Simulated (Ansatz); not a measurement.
# CdAgCl3 (model cell, started as cubic perovskite with Cd in the octahedra): following an unstable mode

Which phase does CdAgCl3 (model cell, started as cubic perovskite with Cd in the octahedra) fall into along its unstable mode, and how much energy does it gain?

Program: Ansatz 0.2.0. Level of theory: DFT PBEsol, scalar-relativistic, plane waves, PAW. Results are calculated unless marked as measured.

Report form: the programs' logs are mostly left out.

The structure was built from a prototype and need not be the compound's stable phase.

### 1. The structure

Symmetry: Pm-3m, No. 221, cubic system. Conventional cell: a = 5.059 Å, b = 5.059 Å, c = 5.059 Å, α = 90.00°, β = 90.00°, γ = 90.00°. Nearest to Ag lie 12 Cl at 3.58 Å. Nearest to Cd lie 6 Cl at 2.53 Å. Cl has 2 Cd at 2.53 Å nearest. Farther neighbours and most contacts between anions are not listed.

### 2. Phonons on a q mesh

The cell comes from relaxations at this level that are not shown. Stability and thermal properties need the whole zone. Linear response on a 2×2×2 q mesh gives force constants as far as a supercell of that size would, and the tensors from the zone-centre run are typed in so that the long-range dipole term is interpolated apart.

input.yaml reads:

```yaml
crystal:
  lattice:
    - [5.0585249677, 0.0, 0.0]
    - [0.0, 5.0585249677, 0.0]
    - [0.0, 0.0, 5.0585249677]
  atoms:
    - { symbol: Ag, position: [0.0, 0.0, 0.0] }
    - { symbol: Cd, position: [0.5, 0.5, 0.5] }
    - { symbol: Cl, position: [0.5, 0.5, 0.0] }
    - { symbol: Cl, position: [0.5, 0.0, 0.5] }
    - { symbol: Cl, position: [0.0, 0.5, 0.5] }
kpoints:
  mp_grid: { grid: [6, 6, 6] }
hamiltonian:
  xc: pbesol
scf:
  occupations: { method: fixed }
output:
  eigenvalues: true
phonons:
  method: dfpt
  qmesh: [2, 2, 2]
  temperatures: { t_max: 1000, t_step: 50 }
  qpath:
    path:
      - [[0.0, 0.0, 0.0], [0.0, 0.5, 0.0], [0.5, 0.5, 0.0], [0.0, 0.0, 0.0], [0.5, 0.5, 0.5], [0.0, 0.5, 0.0]]
      - [[0.5, 0.5, 0.5], [0.5, 0.5, 0.0]]
    npoints: 10
  non_analytic_term:
    high_frequency_dielectric_tensor: [[4.1296, 0.0, 0.0], [0.0, 4.1296, 0.0], [0.0, 0.0, 4.1296]]
    born_effective_charges:
      - { species: Ag, tensor: [[1.745, 0.0, 0.0], [0.0, 1.745, 0.0], [0.0, 0.0, 1.745]] }
      - { species: Cd, tensor: [[2.5865, 0.0, 0.0], [0.0, 2.5865, 0.0], [0.0, 0.0, 2.5865]] }
      - { species: Cl, tensor: [[-1.1142, 0.0, 0.0], [0.0, -1.1142, 0.0], [0.0, 0.0, -2.1031]] }
      - { species: Cl, tensor: [[-1.1142, 0.0, 0.0], [0.0, -2.1031, 0.0], [0.0, 0.0, -1.1142]] }
      - { species: Cl, tensor: [[-2.1031, 0.0, 0.0], [0.0, -1.1142, 0.0], [0.0, 0.0, -1.1142]] }
    source: "zone-centre run at this cell"
```

The run is started by

```
ansatz run input.yaml --threads 8 --pin off --max-ram 14336MiB --backend cpu --events-out ev --progress --plain --runs-dir out
```

It took 69 s on 8 threads of Arm Neoverse V2, shared host; peak memory 1.2 GiB; 8.7 min of CPU time.

Numbers from this step:

```yaml
gap_on_the_k_mesh: 1.121 eV
volume_per_atom: 25.89 Å³
sum_rule_residual_before_enforcement: 4.51e-5 eV/Å²
lowest_frequency_on_the_path: -126.1 cm⁻¹
point_group: m-3m
highest_frequency_on_the_path_or_at_a_solved_wavevector: 336.0 cm⁻¹
highest_optical_mode_at_the_zone_centre_no_lo_to_term: 292.7 cm⁻¹
lowest_optical_zone_centre_mode: -94.62 cm⁻¹
lowest_mode_on_the_q_mesh_acoustic_modes_at_gamma_apart: -126.1 cm⁻¹
```

Frequencies (cm⁻¹) solved at each irreducible wavevector; negative means imaginary. Frequencies by wavevector, by row:

```csv
q in reciprocal lattice units,star,mode 1,mode 2,mode 3,mode 4,mode 13,mode 14,mode 15
0 0 0,1,-94.6,-94.6,-94.6,-86.8,292.7,292.7,292.7
0 0 -0.5,3,-86.8,-86.8,-81.8,-79.9,288.5,292.5,292.5
0 -0.5 -0.5,3,-125.8,-89.4,-89.4,-68,198.8,292.8,315.5
-0.5 -0.5 -0.5,1,-126.1,-126.1,-126.1,-79.2,198.1,198.1,336
```

Interpolated from a 2×2×2 q mesh, with the LO-TO term (at Γ the limit along the path; where Γ stands inside the path, tables give the limit on arrival). The phonon branches at the labelled points (cm⁻¹):

```csv
point,branch 1,branch 2,branch 3,branch 4,branch 12,branch 13,branch 14,branch 15
Γ,-95,-95,-87,-87,85,293,293,316
halfway,-91,-91,-84,-83,108,293,293,304
X,-87,-87,-82,-80,146,288,292,292
halfway,-112,-86,-85,-81,146,237,293,315
M,-126,-89,-89,-68,146,199,293,316
halfway,-106,-90,-87,-78,113,259,293,318
Γ,-95,-95,-87,-87,85,293,293,316
halfway,-106,-102,-102,-76,116,258,258,331
R,-126,-126,-126,-79,146,198,198,336
halfway,-114,-109,-101,-78,146,228,256,331
X,-87,-87,-82,-80,146,288,292,292
jump to R,-126,-126,-126,-79,146,198,198,336
halfway,-126,-111,-111,-78,146,198,244,333
M,-126,-89,-89,-68,146,199,293,316
```

Symmetry leaves 4 wavevectors to solve. The lowest mode among them, the acoustic zeros apart, lies at q = (-0.5, -0.5, -0.5) and is imaginary, 126.1i cm⁻¹, so the energy falls along it.

### 3. The mode frozen in, largest atomic shift 0 Å

The mode followed lies at q = (-0.5, -0.5, -0.5) with frequency 126.1i cm⁻¹ and is 3-fold degenerate, the softest among the wavevectors solved. At small amplitude the distorted cell has space group no. 167 by a symmetry search on the positions. The undistorted cell that holds it gives the zero of energy on the same k mesh.

System of this step: CdAgCl3 (model cell, started as cubic perovskite with Cd in the octahedra). It takes space group Pm-3m (No. 221, cubic). Conventional cell: a = 5.059 Å, b = 5.059 Å, c = 5.059 Å, α = 90.00°, β = 90.00°, γ = 90.00°. Nearest to Ag lie 12 Cl at 3.58 Å. Nearest to Cd lie 6 Cl at 2.53 Å. Nearest to Cl lie 2 Cd at 2.53 Å. Farther neighbours and most contacts between anions are not listed.

input.yaml reads:

```yaml
crystal:
  lattice:
    - [5.0585249677, 5.0585249677, 0.0]
    - [5.0585249677, 0.0, 5.0585249677]
    - [5.0585249677, 0.0, -5.0585249677]
  atoms:
    - { symbol: Ag, position: [0.0, 0.0, 0.0] }
    - { symbol: Ag, position: [0.0, 0.5, 0.5] }
    - { symbol: Cd, position: [0.5, 0.25, 0.75] }
    - { symbol: Cd, position: [0.5, 0.75, 0.25] }
    - { symbol: Cl, position: [0.5, 0.0, 0.0] }
    - { symbol: Cl, position: [0.5, 0.5, 0.5] }
    - { symbol: Cl, position: [0.0, 0.5, 0.0] }
    - { symbol: Cl, position: [0.0, 0.0, 0.5] }
    - { symbol: Cl, position: [0.5, 0.0, 0.5] }
    - { symbol: Cl, position: [0.5, 0.5, 1.0] }
kpoints:
  mp_grid: { grid: [6, 6, 6] }
hamiltonian:
  xc: pbesol
scf:
  occupations: { method: gaussian, width: 0.02 }
output:
  forces: true
  stress: true
  eigenvalues: true
```

The job ended after 1.7 s (8 threads; peak memory 1.1 GiB; 12 s of CPU time).

Numbers from this step:

- pressure: -0.008544 GPa
- energy from the undistorted cell: 0 meV/atom

At this level the gap is 1.12 eV on the k-mesh of the self-consistent run, which can miss the band edges.

### 4. The mode frozen in, largest atomic shift 0.6 Å

The atoms are moved along the unstable eigenvector, the largest shift by 0.6 Å, with the cell fixed.

input.yaml reads:

```yaml
crystal:
  lattice:
    - [5.0585249677, 5.0585249677, 0.0]
    - [5.0585249677, 0.0, 5.0585249677]
    - [5.0585249677, 0.0, -5.0585249677]
  atoms:
    - { symbol: Ag, position: [0.0, 0.0, 0.0] }
    - { symbol: Ag, position: [0.0, 0.5, 0.5] }
    - { symbol: Cd, position: [0.5, 0.25, 0.75] }
    - { symbol: Cd, position: [0.5, 0.75, 0.25] }
    - { symbol: Cl, position: [0.416128897, 0.0, 0.0] }
    - { symbol: Cl, position: [0.583871103, 0.5, 0.5] }
    - { symbol: Cl, position: [0.0, 0.583871103, 0.0] }
    - { symbol: Cl, position: [0.0, -0.083871103, 0.5] }
    - { symbol: Cl, position: [0.416128897, 0.083871103, 0.5] }
    - { symbol: Cl, position: [0.583871103, 0.416128897, 1.0] }
kpoints:
  mp_grid: { grid: [6, 6, 6] }
hamiltonian:
  xc: pbesol
scf:
  occupations: { method: gaussian, width: 0.02 }
output:
  forces: true
  stress: true
  eigenvalues: true
```

It took 3.4 s on 8 threads; peak memory 1.3 GiB.

Numbers from this step:

```
pressure                         : -2.910 GPa
gap on the k-mesh                : 1.874 eV
energy from the undistorted cell : -166.0 meV/atom
```

The energy, extrapolated to zero smearing, is -166.03 meV/atom against the undistorted cell.

The run ends at a pressure of -2.91 GPa, with forces up to 0.68 eV/Å.

### 5. Energy along the mode, all amplitudes (two of the runs are shown above)

An imaginary frequency means negative curvature, so the energy should fall and then rise again as anharmonic terms take over.

This step gave:

```
depth at the lowest point sampled  : 166.0 meV/atom
largest atomic shift at that point : 0.6 Å
```

The energy from the parent by largest atomic shift:

```csv
largest atomic shift (Å),energy from the parent (meV/atom)
0.000,0
0.040,-0.993
0.080,-3.95
0.140,-11.9
0.220,-28.7
0.320,-57.7
0.450,-105
0.600,-166
```

Displacement at unit largest shift by atom:

```csv
atom,x (Å),y (Å),z (Å),size
Ag1,0.000,0.000,0.000,0.000
Ag2,0.000,0.000,0.000,0.000
Cd3,0.000,0.000,0.000,0.000
Cd4,0.000,0.000,0.000,0.000
Cl5,-0.707,-0.707,0.000,1.000
Cl6,0.707,0.707,0.000,1.000
Cl7,0.707,0.000,0.707,1.000
Cl8,-0.707,0.000,-0.707,1.000
Cl9,0.000,-0.707,0.707,1.000
Cl10,0.000,0.707,-0.707,1.000
```

The lowest of the steps tried is the last one, at 0.6 Å, 166 meV/atom below the parent; the bottom of the well need not coincide with a step.

### 6. Relaxing from the distorted cell

Starting from the lowest point found, all atoms and the cell are let go, so that strain and other modes of the same symmetry can join in.

Edit input.yaml of step 4 so:

```diff
@@ -21,3 +21,3 @@
 scf:
-  occupations: { method: gaussian, width: 0.02 }
+  occupations: { method: fixed }
 output:
@@ -26 +26,6 @@
   eigenvalues: true
+relax:
+  adjacent_minimum: "off"
+  f_tol: 0.002
+  max_steps: 120
+  cell: { stress_tol: 0.03 }
```

Elapsed: 23 s, on 8 threads; peak memory 1.3 GiB.

The steps of the relaxation:

```csv
step,energy less that of the first step (eV),largest force component (eV/Å),pressure (GPa),volume (Å³)
1,0.0000,0.4806,-2.91,258.88
2,-1.0682,0.4462,-1.82,242.16
3,-1.5890,0.0763,0.56,230.34
4,-1.5981,0.0092,-0.04,232.82
5,-1.5990,0.0004,0.00,233.18
6*,-1.5957,0.0004,0.00,233.18
```

Relaxation steps marked * repeat the geometry before them on a plane-wave basis chosen anew for their cell, so energy and pressure can jump there.

Forces are held to the 12 operations that the run works with; a distortion that breaks them can't arise in this run.

```csv
"conventional cell, symmetrised",before,after,change
a (Å),7.154,6.789,-5.1 %
b (Å),7.154,6.789,-5.1 %
c (Å),17.523,17.523,-0.0 %
volume (Å³/atom),25.89,23.32,-9.9 %
```

The atoms that moved most (Å, as changes of fractional coordinates times the final cell):

```csv
atom,dx,dy,dz,length
Cl9,0.000,-0.247,0.247,0.350
Cl8,-0.247,0.000,-0.247,0.350
Cl5,-0.247,-0.247,0.000,0.350
Cl10,0.000,0.247,-0.247,0.350
Cl6,0.247,0.247,0.000,0.350
Cl7,0.247,0.000,0.247,0.350
```

The relaxed structure:

```cif
data_structure
_symmetry_space_group_name_H-M 'P 1'
_symmetry_Int_Tables_number 1
_cell_length_a 6.7895
_cell_length_b 6.7895
_cell_length_c 7.0344
_cell_angle_alpha 90.000
_cell_angle_beta 61.145
_cell_angle_gamma 60.000
_cell_volume 233.18
loop_
_atom_site_label
_atom_site_type_symbol
_atom_site_fract_x
_atom_site_fract_y
_atom_site_fract_z
_atom_site_occupancy
Ag1 Ag 0.00000 0.00000 0.00000 1
Ag2 Ag 0.00000 0.50000 0.50000 1
Cd3 Cd 0.50000 0.25000 0.75000 1
Cd4 Cd 0.50000 0.75000 0.25000 1
Cl5 Cl 0.36460 0.00000 0.00000 1
Cl6 Cl 0.63540 0.50000 0.50000 1
Cl7 Cl 0.00000 0.63540 0.00000 1
Cl8 Cl 0.00000 0.86460 0.50000 1
Cl9 Cl 0.36460 0.13540 0.50000 1
Cl10 Cl 0.63540 0.36460 0.00000 1
```

Numbers from this step:

| Property | Result |
| --- | --- |
| pressure | 2.20e-4 GPa |
| gap on the k-mesh | 1.642 eV |
| volume per atom | 23.32 Å³ |

The distorted start has space group R-3c; the relaxation ends in R-3c.

### 7. The new phase in its own primitive cell

The relaxed structure is symmetrised, reduced to its primitive cell and relaxed tightly, as its phonons need.

input.yaml reads:

```yaml
crystal:
  lattice:
    - [3.3947310334, 1.959948876, 5.8409731435]
    - [-3.3947310334, 1.959948876, 5.8409731435]
    - [0.0, -3.919897752, 5.8409731435]
  atoms:
    - { symbol: Ag, position: [0.75, 0.75, 0.75] }
    - { symbol: Ag, position: [0.25, 0.25, 0.25] }
    - { symbol: Cd, position: [0.5, 0.5, 0.5] }
    - { symbol: Cd, position: [0.0, 0.0, 0.0] }
    - { symbol: Cl, position: [0.1146021993, 0.75, 0.3853978007] }
    - { symbol: Cl, position: [0.8853978007, 0.25, 0.6146021993] }
    - { symbol: Cl, position: [0.3853978007, 0.1146021993, 0.75] }
    - { symbol: Cl, position: [0.6146021993, 0.8853978007, 0.25] }
    - { symbol: Cl, position: [0.25, 0.6146021993, 0.8853978007] }
    - { symbol: Cl, position: [0.75, 0.3853978007, 0.1146021993] }
kpoints:
  mp_grid: { grid: [6, 6, 6] }
hamiltonian:
  xc: pbesol
scf:
  occupations: { method: fixed }
output:
  forces: true
  stress: true
  eigenvalues: true
relax:
  adjacent_minimum: "off"
  f_tol: 0.001
  max_steps: 60
  cell: { stress_tol: 0.01 }
```

The job ended after 7.4 s (8 threads; peak memory 1.2 GiB).

Little changed from the start: no atom moved by 0.005 Å and no cell edge by 0.1 %.

This step gave:

| Item | Value |
| --- | --- |
| pressure | 2.21e-4 GPa |
| direct gap on mesh | 1.642 eV |

The largest force component left is 0.56 meV/Å and the pressure is 0.000 GPa, within the tolerances set. The cell now holds 23.32 Å³/atom.

### 8. Modes of the new phase

A relaxed structure may still be a saddle point, so its zone-centre modes are computed. The response to a homogeneous field gives the Born charges and the dielectric tensor.

Edit input.yaml of step 7 so:

```diff
@@ -23,9 +23,6 @@
 output:
-  forces: true
-  stress: true
   eigenvalues: true
-relax:
-  adjacent_minimum: "off"
-  f_tol: 0.001
-  max_steps: 60
-  cell: { stress_tol: 0.01 }
+phonons:
+  method: dfpt
+  dielectric: true
+  rigid_motions: translations
```

It took 5 min on 8 threads; peak memory 6.9 GiB; 38 min of CPU time.

This step gave:

| Item | Value |
| --- | --- |
| sum-rule residual before enforcement | 6.15e-5 eV/Å² |
| miss of the charge sum rule | 0.004644 e |
| estimated error of the dielectric tensor | 0.01752 |
| estimated error of the Born charges | 0.03636 e |
| point group | -3m |
| highest optical mode at the zone centre (no LO-TO term) | 264.4 cm⁻¹ |
| lowest optical zone-centre mode | -26.9 cm⁻¹ |
| mean high-frequency dielectric constant | 4.300 |
| largest Born charge (third of the trace) | 2.644 e |
| top of the zone-centre spectrum with the field | 264.4 cm⁻¹ |

Without the LO-TO term. Patterns of degenerate modes are one choice out of their space. The modes at Γ (shares of kinetic energy by element, %) (negative means imaginary):

```csv
mode,frequency (cm⁻¹),symmetry,Ag %,Cd %,Cl %
1,-26.9,A2u,52,1,47
2,-14.7,A2g,99,0,1
3,0.0,acoustic,33,34,33
4,0.0,acoustic,33,34,33
5,0.0,acoustic,33,34,33
6,32.9,Eu,16,4,80
7,32.9,Eu,16,4,80
8,48.0,Eg,34,0,66
9,48.0,Eg,34,0,66
10,50.5,A2u,15,52,33
11,59.5,Eu,17,59,24
12,59.5,Eu,17,59,24
13,79.7,Eg,51,0,49
14,79.7,Eg,51,0,49
15,110.0,A2g,1,0,99
16,113.7,A1u,0,96,4
17,127.8,Eu,15,84,0
18,127.8,Eu,15,84,0
19,151.3,Eg,0,0,100
20,151.3,Eg,0,0,100
21,192.0,Eu,15,12,74
22,192.0,Eu,15,12,74
23,210.9,A1g,0,0,100
24,215.3,A2u,0,13,87
25,219.8,Eg,15,0,85
26,219.8,Eg,15,0,85
27,226.0,A1u,0,4,96
28,250.4,Eu,4,6,90
29,250.4,Eu,4,6,90
30,264.4,A2g,0,0,100
```

Displacements in mode 1 (-26.9 cm⁻¹), the largest set to 1:
```
Ag1  0.00  0.00  1.00
Ag2  0.00  0.00  1.00
Cd3  0.00  0.00 -0.13
Cd4  0.00  0.00 -0.13
Cl5  0.34 -0.19 -0.88
Cl6  0.34 -0.19 -0.88
Cl7  0.00  0.39 -0.88
Cl8  0.00  0.39 -0.88
Cl9 -0.34 -0.19 -0.88
Cl10-0.34 -0.19 -0.88
```

Displacements in mode 24 (215.3 cm⁻¹), the largest set to 1:
```
Ag1  0.00  0.00 -0.03
Ag2  0.00  0.00 -0.03
Cd3  0.00  0.00 -0.41
Cd4  0.00  0.00 -0.41
Cl5  0.87 -0.50  0.47
Cl6  0.87 -0.50  0.47
Cl7  0.00  1.00  0.47
Cl8  0.00  1.00  0.47
Cl9 -0.87 -0.50  0.47
Cl10-0.87 -0.50  0.47
```

Optical modes at the zone centre, without and with the macroscopic field of the longitudinal modes; each column is sorted by frequency, so a row need not hold one and the same mode. Modes with and without the field, by row:

```csv
rank among optical modes,no field (cm⁻¹),"q along (1, 0, 0) (cm⁻¹)","q along (0, 0, 1) (cm⁻¹)"
1,-26.9,-26.9,-14.7
2,-14.7,-14.7,24.7
3,32.9,32.9,32.9
4,32.9,40.3,32.9
5,48,48,48
6,48,48,48
7,50.5,50.5,59.5
8,59.5,59.5,59.5
9,59.5,66.8,79.7
10,79.7,79.7,79.7
11,79.7,79.7,87.5
12,110,110,110
13,113.7,113.7,113.7
14,127.8,127.8,127.8
15,127.8,128.4,127.8
16,151.3,151.3,151.3
17,151.3,151.3,151.3
18,192,192,192
19,192,210.9,192
20,210.9,215.3,210.9
21,215.3,219.8,219.8
22,219.8,219.8,219.8
23,219.8,226,226
24,226,232,248.5
25,250.4,250.4,250.4
26,250.4,258.3,250.4
27,264.4,264.4,264.4
```

Born charge (rows field, columns displacement) (e), principal values of the symmetric part by kind of site:

```csv
atom,atoms with these values,low,middle,high,mean
Ag1,2,0.85,1.29,1.29,1.14
Cd3,2,2.61,2.66,2.66,2.64
Cl5,6,-1.89,-1.13,-0.76,-1.26
```

In full for Cd3:

```
 2.66 -0.04  0.00
 0.04  2.66  0.00
 0.00  0.00  2.61
```

High-frequency dielectric tensor:

```
4.50 0.00 0.00
0.00 4.50 0.00
0.00 0.00 3.90
```

Transverse modes; imaginary modes are left out. Lines of the infrared spectrum (strongest = 100):

```csv
position (cm⁻¹),label,relative intensity
33,Eu,6.3
48,Eg,0.0
50,A2u,10
60,Eu,6.3
80,Eg,0.0
110,A2g,0.0
114,A1u,0.0
128,Eu,1.4
151,Eg,0.0
192,Eu,100
211,A1g,0.0
215,A2u,31
220,Eg,0.0
226,A1u,0.0
250,Eu,7.2
264,A2g,0.0
```

Before it was imposed, the acoustic sum rule was missed by 6.1e-5 eV/Å² and the charge sum rule by 0.0046 e. Small misses are needed for a sound result but don't prove that mesh and cutoff are converged. The lowest optical mode is imaginary, 26.9i cm⁻¹, so the energy falls along it.

### 9. What came out

- unstable mode of the parent: q = (-0.5, -0.5, -0.5), 126i cm⁻¹
- depth at the lowest point sampled: 166 meV/atom
- largest atomic shift at that point: 0.6 Å
- space group reached (within 0.01 Å): R-3c
- energy gained over the parent (first relaxation, on the mesh of the frozen mode): 326 meV/atom
- volume per atom, phase reached: 23.3 Å³
- gap on the k-mesh, phase reached: 1.64 eV
- lowest optical zone-centre mode, phase reached: -26.9 cm⁻¹
- highest optical mode at the zone centre (no LO-TO term), phase reached: 264 cm⁻¹

What this shows: Along this mode the structure falls into R-3c, 326 meV/atom below the parent. At the parent's cell the well is 166.0 meV/atom deep on the steps tried, with its lowest point at a shift of 0.6 Å. That is the last step tried, so the steps alone don't bracket the bottom of the well. Relaxing atoms and cell changes the gain by +159.57 meV/atom against the lowest step (energies at zero smearing). The new phase still has an imaginary mode at the zone centre of its cell, so it is a saddle point on the way to a lower structure. Of the 7 patterns followed to their end from this parent, this one reaches the lowest energy. Each path keeps the symmetry of its pattern, so a lower phase may lie along a pattern not tried. The starting cell was built on a prototype and not taken from a measurement, so the phase need not exist.

[Logs are printed without paths, hosts, clocks, repeated set-up lines and the standing remarks that a program may print on its own settings, such as how far it seeks lower states.]

[Hosts, paths, dates, database ids (printed as entryN), source tags and the programs' standing remarks are cut or masked in the printed files.]
